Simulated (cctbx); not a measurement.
# From intensities to atoms

Cell a = 3.9690 Å, b = 3.9690 Å, c = 8.3160 Å, α = 90.00°, β = 90.00°, γ = 90.00°; space group P4/nmm (no. 129, origin choice 1); content Cd2 Mo2 Cu2 Cl2.

Simulated single-crystal data (cctbx): Ga Kα, λ = 1.3414 Å, to d = 0.83 Å, 50 % of the full sphere, strongest reflection 5000 counts, noise from counting, a 6 % proportional error and a noise floor of 2 counts (s.d.); no absorption, and some extinction, which the refinements don't model.

1 earlier start (other random phases, and plain and normalised amplitudes in turn) led nowhere (symmetry correlation 0.81).

Charge flipping in P1 on plain amplitudes to 0.9 Å, δ = 1 σ, 10 % of the reflections treated as weak, 300 cycles:

```text
cycle      R  skewness
    0  0.590     0.21
   25  0.410     3.02
   50  0.351     3.19
   75  0.360     3.02
  100  0.349     3.09
  125  0.349     3.23
  150  0.349     3.16
  175  0.355     3.36
  200  0.377     3.23
  225  0.359     3.21
  250  0.360     3.18
  275  0.374     3.19
origin shift          correlation  skewness
 0.210  0.337  0.185      0.919      4.45
 0.210  0.339  0.436      0.919      4.42
 0.197  0.921  0.031      0.885      3.56
 0.197  0.921  0.282      0.886      3.61
taken: symmetry correlation 0.919, skewness 4.45
peak      x       y       z  mult  height/sigma
Q1    0.0000  0.5000  0.8496    2     12.1
Q2    0.0000  0.5000  0.3236    2      9.4
Q3    0.0000  0.0000  0.5000    2      7.1
Q4    0.0000  0.0000  0.0000    2      5.4
Q5    0.0000  0.3078  0.4528    8      1.1
Q6    0.0000  0.3213  0.5858    8      1.1
Q7    0.0000  0.2946  0.7338    8      0.9
Q8    0.0000  0.0000  0.1596    4      0.9
Q9    0.0000  0.2894  0.9390    8      0.9
```

The origin is taken among those within 0.04 of the best correlation, by the skewness of the map.

Run time: 0.51 s on 1 thread of Arm Neoverse N1 (shared host), peak memory 0.07 GiB.

**Question.** Which peaks are atoms, and which elements?

Heights go roughly as Z and multiplicities must add up to the content. First model: Q1 = Cd1 (2 in the cell, height 12.1), Q2 = Mo1 (2 in the cell, height 9.4), Q3 = Cu1 (2 in the cell, height 7.1) and Q4 = Cl1 (2 in the cell, height 5.4). Against the true structure, Q1 is Cd, Q2 is Mo, Q3 is Cu and Q4 is Cl; the other peaks are not atoms.

Least squares on F², isotropic:

```text
Rint 0.053, 94 unique reflections to 0.83 A
cycle     R1     wR2    GooF  max shift (A)
   1  0.1334  0.2682   5.678   0.02569
   2  0.0214  0.0454   0.962   0.00000
final R1 0.0214 wR2 0.0454 GooF 0.962  parameters 6  data/parameter 15.7
atom        x        y        z      Ueq    occ   su(xyz)  su(Uiso or U11)
Cd1    0.00000  0.50000  0.85269   0.0042  1.000  0.00009  0.0004
Mo1    0.00000  0.50000  0.32521   0.0039  1.000  0.00010  0.0004
Cu1    0.00000  0.00000  0.50000   0.0065  1.000  0.00000  0.0005
Cl1    0.00000  0.00000  0.00000   0.0073  1.000  0.00000  0.0006
difference map: max 0.73 min -1.99 rms 0.31
Q1    0.2500  0.2500  0.0000    4    0.73  1.40 A from Cl1
Q2    0.2074  0.2926  0.9001    8    0.72  1.23 A from Cd1
Q3    0.0000  0.3034  0.1823    8    0.65  1.42 A from Mo1
Q4    0.1712  0.3288  0.4511    8    0.64  1.42 A from Mo1
Q5    0.0000  0.5000  0.5403    2    0.62  1.79 A from Mo1
```

Anisotropic refinement:

```text
Rint 0.053, 94 unique reflections to 0.83 A
cycle     R1     wR2    GooF  max shift (A)
   1  0.0213  0.0454   0.984   0.00015
   2  0.0196  0.0423   0.916   0.00000
final R1 0.0196 wR2 0.0423 GooF 0.916  parameters 10  data/parameter 9.4
atom        x        y        z      Ueq    occ   su(xyz)  su(Uiso or U11)
Cd1    0.00000  0.50000  0.85267   0.0043  1.000  0.00009  0.0004
Mo1    0.00000  0.50000  0.32521   0.0040  1.000  0.00010  0.0005
Cu1    0.00000  0.00000  0.50000   0.0064  1.000  0.00000  0.0007
Cl1    0.00000  0.00000  0.00000   0.0073  1.000  0.00000  0.0009
difference map: max 0.79 min -1.45 rms 0.28
Q1    0.2059  0.2941  0.8957    8    0.80  1.21 A from Cd1
Q2    0.0000  0.5000  0.5363    2    0.75  1.76 A from Mo1
Q3    0.2500  0.2500  0.0000    4    0.70  1.40 A from Cl1
Q4    0.1727  0.3273  0.4532    8    0.65  1.44 A from Mo1
Q5    0.0000  0.2866  0.1751    8    0.61  1.51 A from Mo1
Q6    0.0000  0.3494  0.9914    8    0.50  1.30 A from Cd1
```

**Reading.** The refinement ends at R1 = 0.0196, wR2 = 0.0423, GooF = 0.92, with difference density between -1.45 and 0.79 e/Å³. Every site matches the true model in element, within 0.001 Å r.m.s., up to an allowed shift of origin.

True model:

| atom | mult. | x | y | z | Ueq (Å²) |
| --- | --- | --- | --- | --- | --- |
| Cd1 | 2 | 1/2 | 0 | 0.1476 | 0.0043 |
| Mo1 | 2 | 1/2 | 0 | 0.6746 | 0.0040 |
| Cu1 | 2 | 0 | 0 | 1/2 | 0.0063 |
| Cl1 | 2 | 0 | 0 | 0 | 0.0070 |

This is a model crystal, built by substitution and not relaxed, with assumed displacement parameters.

[Middle refinement cycles are left out of these outputs.]

[Logs are printed without paths, hosts, clocks, repeated set-up lines and the standing remarks that a program may print on its own settings, such as how far it seeks lower states.]
